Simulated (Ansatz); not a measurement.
# Squeezing and shearing amorphous carbon (123 atoms): runs compared

Aim: relax amorphous carbon (123 atoms), then change its volume and shape to read moduli from the stress.

Computed with Ansatz 0.2.0: Kohn-Sham DFT, PBE, PAW (set soft_2), plane waves.

## 1. The cell as built

The cell holds 123 atoms: 123 C. Its edges and angles: a = 11.085 Å, b = 11.085 Å, c = 11.085 Å, α = 90.0°, β = 90.0°, γ = 90.0°. 123 atoms (123 C) placed at random at 1.8 g/cm³, melted at 6000 K for 10 ps at fixed volume with the LCBOP (Los and Fasolino, Phys. Rev. B 68, 024107 (2003)). Quenched from 5000 K to 300 K at 500 K/ps and fixed volume, held 5 ps, then minimised at fixed cell.

What the set-up can't give: The quench rate of 500 K/ps is orders of magnitude faster than experiment, which tends to freeze in extra defects. The starting topology of bonds comes from the classical model, and needn't be the one that DFT or experiment would give. Only the Γ point is sampled.

## 2. The reference run

The reference is a single point at the end of the relaxation.

Every strained cell starts from the geometry of this run, and its atoms are relaxed with the cell held.

Its input, with most atom lines left out:

```yaml
crystal:
  lattice:
    - [10.7342, 0.09092, -0.12692]
    - [0.09092, 10.48444, 0.09794]
    - [-0.12692, 0.09794, 10.92496]
  atoms:
    - { symbol: C, position: [0.54154, 0.03858, 0.22133] }
    - { symbol: C, position: [0.64621, 0.64631, 0.04415] }
    - { symbol: C, position: [0.28345, 0.35486, 0.37706] }
    - { symbol: C, position: [0.20871, 0.06886, 0.97906] }
    - { symbol: C, position: [0.70689, 0.54403, 0.35522] }
    - { symbol: C, position: [0.05, 0.95847, 0.46299] }
    - { symbol: C, position: [0.70506, 0.30358, 0.3909] }
    [... atom lines 8 to 123 left out ...]
kpoints:
  mp_grid: { grid: [1, 1, 1] }
hamiltonian:
  xc: pbe
scf:
  occupations: { method: fermi_dirac, width: 0.025 }
output:
  forces: true
  stress: true
  populations: true
  dos:
    method: { smearing: { sigma: 0.15 } }
    de: 0.1
    projected: { site_lists: { C: [C] } }
  eigenvalues: true
  write_density: true
  write_potential: true
  volumetric_format: npy
```

- free energy per atom: -250.1921 eV/atom
- r.m.s. force component: 0.00449 eV/Å
- pressure: 0.00868 GPa

Filled and empty levels are parted by 0.206 eV (at Γ alone); a semilocal functional tends to put such gaps too low. In a disordered cell it changes from sample to sample, and tail or defect levels can set it.

## 3. The runs

Each row is one run, on 4 threads of Arm Neoverse V1, shared host. The free energy is the program's total, comparable only between runs with the same functional, potentials and atoms.

| run | atoms | outcome | ionic steps, all passes | free energy (eV) | time | host memory (GiB) |
| --- | --- | --- | --- | --- | --- | --- |
| Single point at the start | 123 | converged | - | -30751.464 | 17 s | 1.6 |
| Cell and atoms relaxed | 123 | converged | 45 | -30773.630 | 11 min | 1.7 |
| Single point at the relaxed geometry | 123 | converged | - | -30773.630 | 29 s | 1.5 |
| Volume -3 % | 123 | converged | 7 | -30773.107 | 2 min | 1.5 |
| Volume +3 % | 123 | converged | 6 | -30773.135 | 1.7 min | 1.6 |
| Volume -6 % | 123 | converged | 10 | -30771.507 | 2.5 min | 1.5 |
| Volume +6 % | 123 | converged | 7 | -30771.708 | 2 min | 1.6 |
| Volume -10 % | 123 | converged | 33 | -30769.320 | 9.1 min | 1.6 |
| Stretched by 1 % along x | 123 | converged | 5 | -30773.506 | 86 s | 1.5 |
| Compressed by 1 % along x | 123 | converged | 5 | -30773.506 | 84 s | 1.5 |
| Sheared by 2 % in xy | 123 | converged | 6 | -30773.494 | 96 s | 1.5 |

In some runs the program notes that the exchange-correlation potential is rough where the density is thin and the SCF threshold is loose for the stress.

## 4. Pressure against volume

Atoms are relaxed at each volume, in the scaled cell.

| volume change (%) | volume (Å³/atom) | energy change (meV/atom) | pressure (GPa) | largest move on relaxing (Å) | bonds |
| --- | --- | --- | --- | --- | --- |
| -10 | 8.994 | 35.04 | 13.47 | 0.77 | 188 |
| -6 | 9.394 | 17.26 | 9.39 | 0.22 | 185 |
| -3 | 9.693 | 4.25 | 4.59 | 0.10 | 185 |
| +0 | 9.993 | 0.00 | 0.01 | - | 185 |
| +3 | 10.293 | 4.02 | -4.25 | 0.09 | 185 |
| +6 | 10.593 | 15.63 | -8.08 | 0.18 | 185 |

## 5. Uniaxial strain and shear

Stress (GPa, compression positive) less that of the relaxed cell, atoms relaxed:

| strain | xx | yy | zz | xy | energy change (meV/atom) |
| --- | --- | --- | --- | --- | --- |
| stretched by 1 % along x | -3.198 | -1.225 | -0.865 | -0.220 | 1.01 |
| compressed by 1 % along x | 3.191 | 1.207 | 0.864 | 0.211 | 1.01 |
| sheared by 2 % in xy | -0.478 | -0.741 | -0.214 | -1.752 | 1.11 |

## 6. Outcome

The bulk modulus, from the slope of pressure against ln V over the three points nearest the relaxed volume, is 147 GPa; between neighbouring points the slope runs 94, 153, 150, 144 and 134 GPa from the smallest volume up, without a steady fall, so no pressure derivative is given, and the cell yields more easily when compressed beyond -6 %. The count of bonds runs from 185 to 188 over the series, so at some points contacts cross the cutoffs. At -10 % some atom moved by over 0.5 Å on relaxing, so that point may sit in another local minimum. In the Cartesian axes of the cell, finite differences give C11 = 319, C12 = 122, C13 = 86.4 and C66 = 87.6 GPa (the shear of 2 % is the engineering strain, εxy = 0.01). The mean of C11, C12 and C13, which equals the bulk modulus in a cubic or isotropic solid, is 176 GPa: it lies 19 % over the bulk modulus from the volumes. For an isotropic solid C66 would equal (C11 − C12)/2 = 98.9 GPa; so small a sample needn't be isotropic, and C66 rests on one shear. With the bulk modulus and C66 as K and G, Young's modulus would be about 219 GPa and Poisson's ratio 0.25.

Caveats: Strains are finite and relaxations stop at the force tolerance of the input, which can leave moduli too stiff; they are those of a static cell at zero temperature. Volumes are changed with the cell's shape held, so in an anisotropic solid the modulus lies over the one under free hydrostatic load. The program notes that the SCF threshold of the relaxations is loose for the stress.

The DFT runs together took 33 min of wall time.

[Logs are printed without paths, hosts, clocks, repeated set-up lines and the standing remarks that a program may print on its own settings, such as how far it seeks lower states.]

[Hosts, paths, dates, database ids (printed as entryN), source tags and the programs' standing remarks are cut or masked in the printed files.]
